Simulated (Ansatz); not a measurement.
# Phonon transport in BAs (F-43m), part 2 of 2

Wanted: κ(T), lifetimes and mean free paths for BAs.

Experimental results on record:
- thermal conductivity 1160 W/m/K near room temperature (given in “Boron isotope effect on the thermal conductivity of boron arsenide single crystals”, 2019, arxiv:1910.02152)
- thermal conductivity 1000 W/m/K near room temperature (given in “Thermal expansion coefficient and lattice anharmonicity of cubic boron arsenide”, 2019, arxiv:1903.01668)

Ansatz 0.2.0; DFT LDA, scalar-relativistic, plane waves, PAW; PAW set soft_1.

So far. Step 2 (Probe on a coarse mesh): The start is under -3.9 GPa at this level and looks like an insulator or semiconductor on this mesh. Step 4 (Tight relaxation): The residual pressure is 0.0091 GPa, small enough for phonons. The relaxed cell has a = 4.732 Å (conventional setting).

### 6. Third-order constants and the Boltzmann equation

Pairs of atoms inside the cutoff are displaced in a supercell, the forces give the cubic constants, and these give the three-phonon rates of the Boltzmann equation.

Contents of input.yaml:

```yaml
crystal:
  lattice:
    - [0.0, 2.3658309701, 2.3658309701]
    - [2.3658309701, 0.0, 2.3658309701]
    - [2.3658309701, 2.3658309701, 0.0]
  atoms:
    - { symbol: B, position: [0.0, 0.0, 0.0] }
    - { symbol: As, position: [0.25, 0.25, 0.25] }
kpoints:
  mp_grid: { grid: [12, 12, 12] }
hamiltonian:
  xc: lda
  pseudopotentials: { kind: paw, azcp: { folder: soft_1 }, xc_functional: pbe }
scf:
  occupations: { method: fixed }
  lower_state_search: "off"
output:
  eigenvalues: true
phonons:
  method: fd
  dielectric: true
  supercell: [4, 4, 4]
  temperatures: { t_max: 1000, t_step: 50 }
  qpath:
    path:
      - [[0.0, 0.0, 0.0], [0.5, 0.0, 0.5], [0.5, 0.25, 0.75], [0.375, 0.375, 0.75], [0.0, 0.0, 0.0], [0.5, 0.5, 0.5], [0.625, 0.25, 0.625], [0.5, 0.25, 0.75], [0.5, 0.5, 0.5], [0.375, 0.375, 0.75]]
      - [[0.625, 0.25, 0.625], [0.5, 0.0, 0.5]]
    npoints: 10
  third_order: { supercell: [4, 4, 4], pair_cutoff: 5.306 }
  lattice_thermal_conductivity:
    qmesh: [23, 23, 23]
    temperatures: [100.0, 150.0, 200.0, 300.0, 400.0, 500.0, 600.0, 800.0]
    isotope_mass_variance: [{ species: As, variance: 0.0 }, { species: B, variance: 0.001354 }]
    solution: relaxation_time
```

Started as:

```sh
$ ansatz run input.yaml --threads 18 --pin off --max-ram 92160MiB --backend cuda --events-out ev --progress --plain --runs-dir out --max-vram 78GiB
```

Numbers of over 12 decimals in the logs are rounded to 6 here.

The log of the run:

```text
Warning: phonons: the dynamical matrix that this run interpolates holds no multipole term above the dipole-dipole one, and a site of this crystal is no centre of inversion, so its interpolated transverse optical and acoustic branches and sound speeds can stay off near Gamma, and the density of states and the thermodynamics with them. What a run solves at a wave vector of phonons.qpoints, Gamma apart, where the deck admits one, is free of this, and under fd what a larger phonons.supercell samples
Warning: phonons.dielectric: true without phonons.rigid_motions: the static dielectric tensor ε⁰ will be withheld (ε∞, Z* and the rows of modes are given); for a crystal or a slab, whose only rigid motions are the translations, set phonons.rigid_motions: translations
Warning: phonons.third_order: as it is cut ahead of every solve, the batch solves 201 displaced supercells where 165 would do. It runs under 192 of the 1536 operations that the crystal's space group holds on the batch's supercell: the run's FFT boxes carry no more. The force constants lose no accuracy. For the smaller batch, try basis.xc_grid above 1 where it is 1, a denser FFT box (accuracy: high where it is lower, or a larger basis.ecutrho_ratio), or the same crystal shifted so that one of its atoms lies at the cell's origin: each can bring back operations that the batch needs, and none is sure to; [rest of the remark cut]
[...]
Crystal: 128 atoms, lattice volume = 1694.966 Å³
Basis set: ecut = 420 eV, 33223 PW (Γ)
Bands: 704, of which v1, the nominal top of the filled ones, is band 576 counted from 1 (575 counted from 0)
Symmetry: 1536 space group operations
k-points: 4 of 27 (time reversal used)
[...]
SCF iter   1: F=—  HF=-315106.258170 eV  |F-HF|=—  |Δ(HF+E_count)|=         —  Δρ=2.78e-8  dr2=5.73e-12  ethr=1.00e-12  ⟨swp⟩=3.0  Hψ=6915  notcnv=0
[...]
SCF iter   2: F=-315106.258170 eV  HF=-315106.258170 eV  |F-HF|=0.00e0  |Δ(HF+E_count)|=  1.16e-10  Δρ=1.52e-8  dr2=1.86e-12  ethr=1.00e-12  ⟨swp⟩=3.0  Hψ=6145  notcnv=0
SCF 1 converged in 2 iterations: F = -315106.258170 eV  dr2 = 1.86e-12
[...]
Crystal: 2 atoms, lattice volume = 26.484 Å³
Basis set: ecut = 420 eV, 531 PW (Γ), exchange–correlation on 48×48×48 points (8 copies of the dense FFT grid, shifted against one another)
Bands: 13, of which v1, the nominal top of the filled ones, is band 9 counted from 1 (8 counted from 0)
Symmetry: 24 space group operations
k-points: 280 of 1728 (irreducible under 4 space group operations, time reversal used)
[...]
SCF 2 converged in 2 iterations: F = -4923.535285 eV  dr2 = 1.47e-11
[...]
--- Phonons: 2 displaced members + reference (amplitude 0.0025 Å, Σ member SCF iterations 16) ---
  symmetry images taken by strict's conditions (phonons.symmetry_images: auto; settled by the asymmetry read); asymmetry of the core-correction force 1.8e-7 eV/Å at the most on a site, 1.5e-5 eV/Å summed over every site of the supercell
  ASR residual: 5.246e-5 → 0.000e0 eV/Å²; symmetrization residual: 3.306e-5 eV/Å²
  largest component of a force at the reference: 1.0e-16 eV/Å
  ASR residual per site (eV/Å²): 9.43e-6 5.25e-5
  Γ frequencies (cm⁻¹): 0.00 0.00 0.00 699.93 699.93 699.93
  Unit cell's response to a homogeneous field, on a k mesh of 12×12×12: 1 representative field direction (Σ response iterations 7)
  ε∞ (high-frequency dielectric tensor):
        9.631943     0.000000     0.000000
       -0.000000     9.631943     0.000000
        0.000000     0.000000     9.631943
  ε⁰ (static dielectric tensor): not given — the deck does not say what the cell's rigid motions are, and on a molecule in a box or a wire the rigid rotations would enter the sum over the modes at Γ. For a crystal or a slab, whose only rigid motions are the translations, set phonons.rigid_motions: translations.
  Born effective charges Z* (e; rows j = field, columns β = displacement):
    site 0:
        -0.53916   -0.00000    0.00000
         0.00000   -0.53916   -0.00000
        -0.00000   -0.00000   -0.53916
    site 1:
         0.53916    0.00000   -0.00000
        -0.00000    0.53916    0.00000
         0.00000    0.00000    0.53916
  Z* charge neutrality: 1.247e-6 e pre-enforcement
  k-mesh period / interband length: 40.1 Å / 2.69 Å = 14.91 at k = (0.0000, 0.0000, 0.0000), direct gap 3.290 eV — 14 or more, which is no proof of convergence
  optical modes at Γ without the LO–TO term, one row a degenerate level:
      ω (cm⁻¹)  modes    IR ((D/Å)²/amu)
        699.93      3             2.1297
  optical modes at Γ + LO–TO along q̂ = [1.0000, 0.0000, 0.0000]:
      ω (cm⁻¹)  modes    IR ((D/Å)²/amu)
        699.93      2             1.4198
        704.16      1             0.7099
  optical modes at Γ + LO–TO along q̂ = [0.0000, 1.0000, 0.0000]:
      ω (cm⁻¹)  modes    IR ((D/Å)²/amu)
        699.93      2             1.4198
        704.16      1             0.7099
  optical modes at Γ + LO–TO along q̂ = [0.0000, 0.0000, 1.0000]:
      ω (cm⁻¹)  modes    IR ((D/Å)²/amu)
        699.93      2             1.4198
        704.16      1             0.7099
  density of states and harmonic sums: on the 24×24×24 q-mesh, interpolated from the force constants of a 4×4×4 supercell (with the dipole–dipole term)
  largest difference from the sums on the solved wave vectors: F 9.21e-3 eV, S 1.32e-5 and C_V 4.02e-6 eV/K
  zero-point energy: 0.164749 eV/cell   skipped modes (ω ≤ 0): 3   left out of the sums: 3.62e-5 of the cell's modes: C_V's classical limit lies that fraction below 3 k_B per atom; for a crystal, a wire or a layer, F and S can be off by more, and a phonons.interpolated_qmesh denser along its periods is the remedy for the sampling
--- Third-order force constants: 236 member SCFs in a 4×4×4 supercell (pair cutoff 5.306 Å, amplitude 0.03 Å, SCF threshold 1.00e-9 eV, Σ member SCF iterations 1884) ---
[...]
sum-rule residual: 1.442e-1 → 2.897e-14 eV/Å³; symmetrization residual: 2.934e-2 eV/Å³; largest sum-rule correction relative to its orbit: 2.659e-1, on the orbit of the block of home site 0 with site 0 of cell (-1, -1, 1) and site 0 of cell (-1, -1, 1), whose norm before the correction was 4.657e-2 eV/Å³
--- Lattice thermal conductivity: 23×23×23 mesh (364 irreducible points), tetrahedron method ---
  three-phonon and isotope scattering only; four-phonon, boundary and, in a metal, phonon-electron scattering are left out
  each conductivity is what the modes' populations carry and what the coherences between them add
  conductivity (a third of the tensor's trace), W/(m K), in the relaxation-time approximation:
       T (K)   relaxation time
      100.00         2198.1893
      150.00         1775.8848
      200.00         1467.0310
      300.00         1071.6075
      400.00          839.5623
      500.00          689.0254
      600.00          583.8992
      800.00          447.0925
```

Run time: 24 min. Hardware: 1 × NVIDIA GB200 with 18 threads of Arm Neoverse V2, shared host; peak memory 4.2 GiB; 3.1 h of CPU time.

Numbers from this step:

| Quantity | Value |
| --- | --- |
| Γ frequencies | 0, 0, 0, 699.9, 699.9, 699.9 cm⁻¹ (negative: imaginary) |
| lowest frequency on the path | 0 cm⁻¹ |
| zero-point energy | 0.1647 eV/cell |
| point group | -43m |
| highest frequency | 740.9 cm⁻¹ |
| Debye temperature from the second moment | 934 K |
| κ at 300 K (relaxation time) | 1072 W/m/K |
| dipole term | run |
| mean free path at half of κ | 1090 nm |
| share of κ above the three lowest branches | 0 |
| third-order blocks | 2102 |
| periodic aliases dropped | 72 |
| largest relative sum-rule correction | 0.2659 |
| displaced cells, third order | 236 |

LO-TO term included. Phonon branches along the path, in cm⁻¹:

```tsv
point	branch 1	branch 2	branch 3	branch 4	branch 5	branch 6
Γ	0	0	0	700	700	704
halfway	151	151	231	663	663	722
X	193	193	322	640	640	741
halfway	209	216	305	635	641	729
W	225	258	267	630	642	717
halfway	209	248	283	630	644	721
K	191	246	290	630	645	725
halfway	134	179	230	673	674	705
Γ	0	0	0	700	700	704
halfway	112	112	223	684	684	708
L	139	139	313	677	677	713
halfway	166	206	295	650	661	715
U	191	246	290	630	645	725
halfway	209	248	283	630	644	721
W	225	258	267	630	642	717
halfway	179	215	290	644	659	715
L	139	139	313	677	677	713
halfway	166	206	295	650	661	715
K	191	246	290	630	645	725
jump to U	191	246	290	630	645	725
halfway	193	212	313	637	642	735
X	193	193	322	640	640	741
```

The phonon branches as a text plot (rows in cm⁻¹):

```
    725 |  *****************           **************************
    695 |***                ***********
    664 |   ***           ****         ********     *********
    633 |      *************                 *********      *****
    602 |
    571 |
    540 |
    509 |
    478 |
    448 |
    417 |
    386 |
    355 |
    324 |       ****                     **             **     **
    293 |      *    *  ***             **  ******    ***  *****
    262 |     *      ***  ***                 *  ****        *
    232 |    *      *** ** * *        *      * **** *       * *
    201 |   *   *****  **** * *             * ***  ***    ** ****
    170 |     **           * * *     *     ***       ***  ***
    139 |  ***              ***     *  *****           ***
    108 | **                  ***    **
     77 | *                    **   *
     46 |*                      ** *
     15 |                         **
         Γ       X    W  K        Γ      L     U  W     L   K|U X
```

Lattice thermal conductivity, RTA xx against temperature:

```tsv
temperature (K)	lattice thermal conductivity, RTA xx (W/m/K)
100	2198
150	1776
200	1467
300	1072
400	840
500	689
600	584
800	447
```

The modes has structure finer than the step of the table below, so its rows give means over 20 cm⁻¹, whole bins alone (the curve runs from -10 to 773 cm⁻¹). Peaks (cm⁻¹: height): As 191.9: 0.0225, 280.5: 0.0206, 669.5: 0.00296; B 644.9: 0.0405, 713.8: 0.0452.

Phonopy on the run's constants, 21x21x21 mesh, Gaussian sigma 5.6 cm⁻¹. The modes by wavenumber; means over each step; values in 1/cm⁻¹/cell:

```tsv
wavenumber (cm⁻¹)	As	B
0	1.1e-5	0
20	7.9e-5	1.1e-5
40	3.2e-4	4.6e-5
60	6.9e-4	9.5e-5
80	0.00142	1.9e-4
100	0.00251	3.2e-4
120	0.00488	5.8e-4
140	0.0108	0.00118
160	0.0149	0.00148
180	0.0190	0.00164
200	0.0194	0.00142
220	0.0135	8.2e-4
240	0.0113	5.7e-4
260	0.0108	3.9e-4
280	0.0186	3.5e-4
300	0.0107	1.2e-4
320	0.00187	6.2e-6
340	1.3e-5	0
360	0	0
380	0	0
400	0	0
420	0	0
440	0	0
460	0	0
480	0	0
500	0	0
520	0	0
540	0	0
560	0	0
580	0	0
600	0	1.1e-6
620	7.9e-5	0.00393
640	0.00172	0.0328
660	0.00283	0.0345
680	0.00207	0.0191
700	0.00108	0.0149
720	0.00136	0.0314
740	8.1e-5	0.00420
760	0	3.3e-5
```

Distinct triplets, nearest first. Third order norms, by row:

```tsv
sites	side 1 (Å)	side 2 (Å)	side 3 (Å)	norm of the 27 components (eV/Å³)
B-B-B	0	0	0	113.2
As-As-As	0	0	0	101.9
B-As-As	0	2.05	2.05	45.75
B-As-B	0	2.05	2.05	47.65
B-B-As	2.05	2.05	3.35	0.925
B-As-As	2.05	2.05	3.35	1.185
B-B-B	0	3.35	3.35	1.575
B-B-B	3.35	3.35	3.35	0.308
B-B-B	3.35	3.35	3.35	0.054
As-As-As	0	3.35	3.35	2.706
As-As-As	3.35	3.35	3.35	0.163
As-As-As	3.35	3.35	3.35	0.439
B-As-B	2.05	3.35	3.92	0.168
B-As-As	2.05	3.35	3.92	0.185
B-As-As	0	3.92	3.92	0.353
B-As-As	3.35	3.92	3.92	0.023
B-As-As	3.35	3.92	3.92	0.039
B-As-B	3.35	3.92	3.92	0.033
B-As-B	3.35	3.92	3.92	0.012
B-As-B	0	3.92	3.92	0.209
B-B-B	3.35	3.35	4.73	0.025
As-As-As	3.35	3.35	4.73	0.053
B-As-B	2.05	3.92	4.73	0.033
B-As-As	2.05	3.92	4.73	0.056
B-B-B	0	4.73	4.73	0.042
As-As-As	0	4.73	4.73	0.098
B-As-B	2.05	3.35	5.16	0.374
B-As-As	2.05	3.35	5.16	0.28
B-As-As	3.35	3.92	5.16	0.076
B-As-B	3.35	3.92	5.16	0.045
```

Born charge (rows field, columns displacement) (e), principal values of the symmetric part by kind of site:

```tsv
atom	atoms with these values	low	middle	high	mean
B1	1	-0.5392	-0.5392	-0.5392	-0.5392
As2	1	0.5392	0.5392	0.5392	0.5392
```

In full for As2:

```
0.5392 0.0000 0.0000
0.0000 0.5392 0.0000
0.0000 0.0000 0.5392
```

RTA, 300 K. Kappa by branch, by row:

```tsv
branch (by rank)	mean frequency (THz)	mean rms speed (km/s)	median lifetime (ps)	share of kappa
1	4.98	2.23	307	0.246
2	5.82	3.2	362	0.578
3	8.01	2.61	83.2	0.176
4	19.58	1.15	0.574	0
5	19.81	0.9	0.549	0
6	21.47	0.58	0.345	0
```

Spectral kappa at 300 K, relaxation time (W/m/K/THz) against frequency; read off at these points:

```tsv
frequency (THz)	spectral kappa at 300 K, relaxation time (W/m/K/THz)
0.25	0
0.75	29.4
1.25	47.8
2.25	22.1
2.75	22.8
3.25	56.5
3.75	61.9
4.25	122
5.25	294
5.75	328
6.25	321
6.75	306
7.25	202
7.75	52.8
8.75	24.1
9.25	4.55
9.75	0.0502
10.25	0
10.75	0
11.75	0
12.25	0
12.75	0
13.25	0
13.75	0
14.75	0
15.25	0
15.75	0
16.25	0
16.75	0
17.25	0
18.25	0
18.75	0.00391
19.25	0.0496
19.75	0.0968
20.25	0.0612
21.25	0.00638
21.75	0.0259
22.25	0.00333
```

Relaxation-time solution. Table of share of κ carried by shorter paths by mean free path:

```tsv
mean free path (nm)	100 K	300 K	800 K
31.6	0	0	0.001
46.4	0	0	0.005
68.1	0	0	0.019
100	0	0.002	0.037
147	0	0.009	0.064
215	0	0.025	0.142
316	0.002	0.043	0.275
464	0.008	0.088	0.533
681	0.014	0.213	0.769
1000	0.022	0.448	0.965
1470	0.045	0.703	0.98
2150	0.178	0.912	0.982
3160	0.476	0.968	0.982
4640	0.714	0.976	1
6810	0.809	0.976	1
10000	0.841	0.982	1
14700	0.876	1	1
21500	0.906	1	1
31600	0.916	1	1
46400	0.946	1	1
68100	0.966	1	1
1.0e5	1	1	1
```

300 K; a sample spread over frequency. Mode lifetimes, by row, the first 40 of 90 rows:

```tsv
q1	q2	q3	branch	frequency (THz)	rms speed (km/s)	three-phonon rate (1/ps)	isotope rate (1/ps)	lifetime (ps)	mean free path (nm)
0	0	0.0435	1	0.704	4.48	3.86e-4	7.44e-8	2590	11600
0	0.0435	-0.1304	1	2.23	3.61	0.0041	1.35e-5	243	879
0	0.1304	-0.1304	1	3.011	3.3	0.00423	4.75e-5	234	770
0	0.1304	-0.1739	1	3.43	3.01	0.00494	8.61e-5	199	599
0	0	0.1304	3	3.743	7.46	0.00756	1.41e-4	130	969
0.087	0.1739	0.2609	2	3.954	4.42	0.00863	1.91e-4	113	501
0.087	0.1739	0.3478	1	4.113	3.15	0.00689	2.64e-4	140	441
0	0.087	-0.3478	1	4.242	1.51	0.00322	3.78e-4	278	420
0.0435	0.087	0.3913	2	4.384	3.25	0.00387	4.01e-4	234	761
0	0.1739	0.3478	1	4.523	2.39	0.00438	4.28e-4	208	497
0	0.2609	0.2609	1	4.663	2.75	0.00416	4.46e-4	217	598
0.0435	0.2174	-0.2609	1	4.786	2.31	0.00353	4.52e-4	251	581
0	0.2174	0.3913	1	4.923	2.09	0.00315	4.84e-4	275	575
0.0435	0.087	0.2174	3	5.041	6.38	0.00424	5.49e-4	209	1330
0.087	0.2609	0.4348	1	5.146	2.71	0.00285	5.07e-4	298	807
0.087	0.3043	-0.2174	1	5.291	2.6	0.00248	5.19e-4	333	867
0.087	0.2609	-0.3478	1	5.395	2.51	0.00241	5.45e-4	339	850
0.087	0.3043	0.3913	2	5.477	2.63	0.00306	5.78e-4	275	722
0	0.3043	-0.3913	1	5.586	1.01	0.00213	5.97e-4	366	369
0.1304	0.3043	-0.2609	1	5.669	2.61	0.00223	6.15e-4	352	921
0.1304	0.3043	-0.3043	1	5.748	2.59	0.00216	6.87e-4	351	911
0.0435	0.3913	-0.4348	1	5.819	1.25	0.00172	7.43e-4	407	510
0.0435	0.2174	0.4348	2	5.914	3.35	0.00232	5.50e-4	349	1170
0.0435	0.087	0.2609	3	6.011	5.9	0.0059	5.90e-4	154	910
0.1739	0.3478	-0.3478	1	6.117	2.36	0.00192	3.88e-4	433	1020
0.0435	0.2174	0.2609	3	6.269	5.2	0.00512	4.73e-4	179	929
0.0435	0.1304	-0.1739	3	6.363	5.11	0.00734	4.32e-4	129	658
0.1739	0.4348	-0.3043	1	6.527	1.83	0.00162	2.36e-4	540	989
0.0435	0.1304	0.3043	3	6.671	4.98	0.0078	3.34e-4	123	612
0.0435	0.2609	-0.3043	2	6.864	3.87	0.00186	2.44e-4	475	1840
0.087	0.3043	-0.2609	2	7.052	3.13	0.00232	2.26e-4	393	1230
0	0.2609	-0.3478	2	7.189	3.72	0.00177	2.01e-4	506	1880
0.1304	0.3913	-0.3478	2	7.415	1.95	0.00115	1.54e-4	766	1500
0.1739	0.3913	-0.3043	2	7.586	1.48	0.0017	1.89e-4	529	781
0.0435	0.1304	-0.2609	3	7.825	3.98	0.0134	1.00e-4	74.3	296
0.0435	0.3478	-0.3043	3	8.021	1.07	0.00508	1.40e-5	196	210
0	0.0435	0.3478	3	8.156	3.92	0.0156	1.39e-4	63.5	249
0	0.2609	-0.3478	3	8.285	2.08	0.00969	4.48e-5	103	213
0	0.3043	-0.3913	3	8.399	1.42	0.0067	5.99e-5	148	210
0.087	0.2174	-0.3043	3	8.506	2.26	0.0135	7.03e-5	73.8	167
```

Without the LO-TO term; a three-phonon rate of 0 means that decay is closed on this mesh, so processes left out here set the real width. Gamma linewidths, by row:

```tsv
branch	frequency (cm⁻¹)	three-phonon rate (1/ps)	isotope rate (1/ps)	FWHM (cm⁻¹)
4	699.9	0	0	0
5	699.9	0	0	0
6	699.9	0	0	0
```

W/m/K, third of the trace; RTA populations with a boundary rate v/L added to each mode (Matthiessen's rule). Kappa by grain size, by row:

```tsv
T (K)	bulk	10 nm	30 nm	100 nm	300 nm	1000 nm	10000 nm	100000 nm
100	2198	7.416	21.96	70.29	191.5	500.1	1502	2048
300	1072	12.73	36.46	107.9	255.2	520	950.9	1057
600	583.8	13.33	36.76	100.6	212.1	368.8	547.3	579.8
```

W/m/K, third of the trace; RTA populations with the isotope rates scaled. Kappa by mass disorder, by row:

```tsv
T (K)	no isotopes	as typed	variance x 3	variance x 10	variance x 30
100	3198	2198	1559	984.3	624.5
300	1273	1072	868.4	567	335.3
600	662.6	583.8	515	379	238.6
```

At 300 K the relaxation-time value is 1072 W/(m K).

### 7. Results

```
highest frequency                          : 740.9 cm⁻¹
Debye temperature from the second moment   : 934 K
κ at 300 K (relaxation time)               : 1072 W/m/K
mean free path at half of κ                : 1090 nm
share of κ above the three lowest branches : 0
```

The lattice of BAs conducts 1072 W/(m K) at 300 K by LDA (mean over directions, relaxation-time solution). Above 300 K the relaxation-time κ falls as T^-0.89, near the 1/T law of three-phonon scattering. Grains of 100 nm would keep 10 % of the bulk value at 300 K, and grains of 1 µm 49 %. Removing the natural isotope disorder raises κ at 300 K by 19 %. A measured thermal conductivity near room temperature is 1160 W/m/K (arxiv:1910.02152); the calculated 1072 W/m/K differs by -8 %. Part of this agreement may be a cancellation, since four-phonon scattering and the shift of frequencies with temperature are both left out, and a relaxation-time value usually lies below the full solution. The last run computed the relaxation-time solution alone; it counts normal processes as resistive, so the full solution usually lies higher, most of all in good conductors. The sum rules changed one orbit of cubic constants by up to 27 %; by the manual a large change points to a short cutoff or, on a small and distant orbit, to noisy forces. The conductivities include the coherence part between close branches; the shares for grains, isotopes, branches and paths are of the relaxation-time populations alone. Cubic couplings among atoms farther apart than the pair cutoff are dropped, and neither the cutoff nor the q-mesh was shown to be converged here. The interpolation has no quadrupole term, so branches near the zone centre are less sure, since this crystal has sites that are not centres of inversion. The PAW files were made for PBE and are used here under another functional, for which the program regenerates the frozen cores.

[Logs are printed without paths, hosts, clocks, repeated set-up lines and the standing remarks that a program may print on its own settings, such as how far it seeks lower states.]

[Hosts, paths, dates, database ids (printed as entryN), source tags and the programs' standing remarks are cut or masked in the printed files.]

[A step with changed settings may run another functional than the one named; its input shows which.]
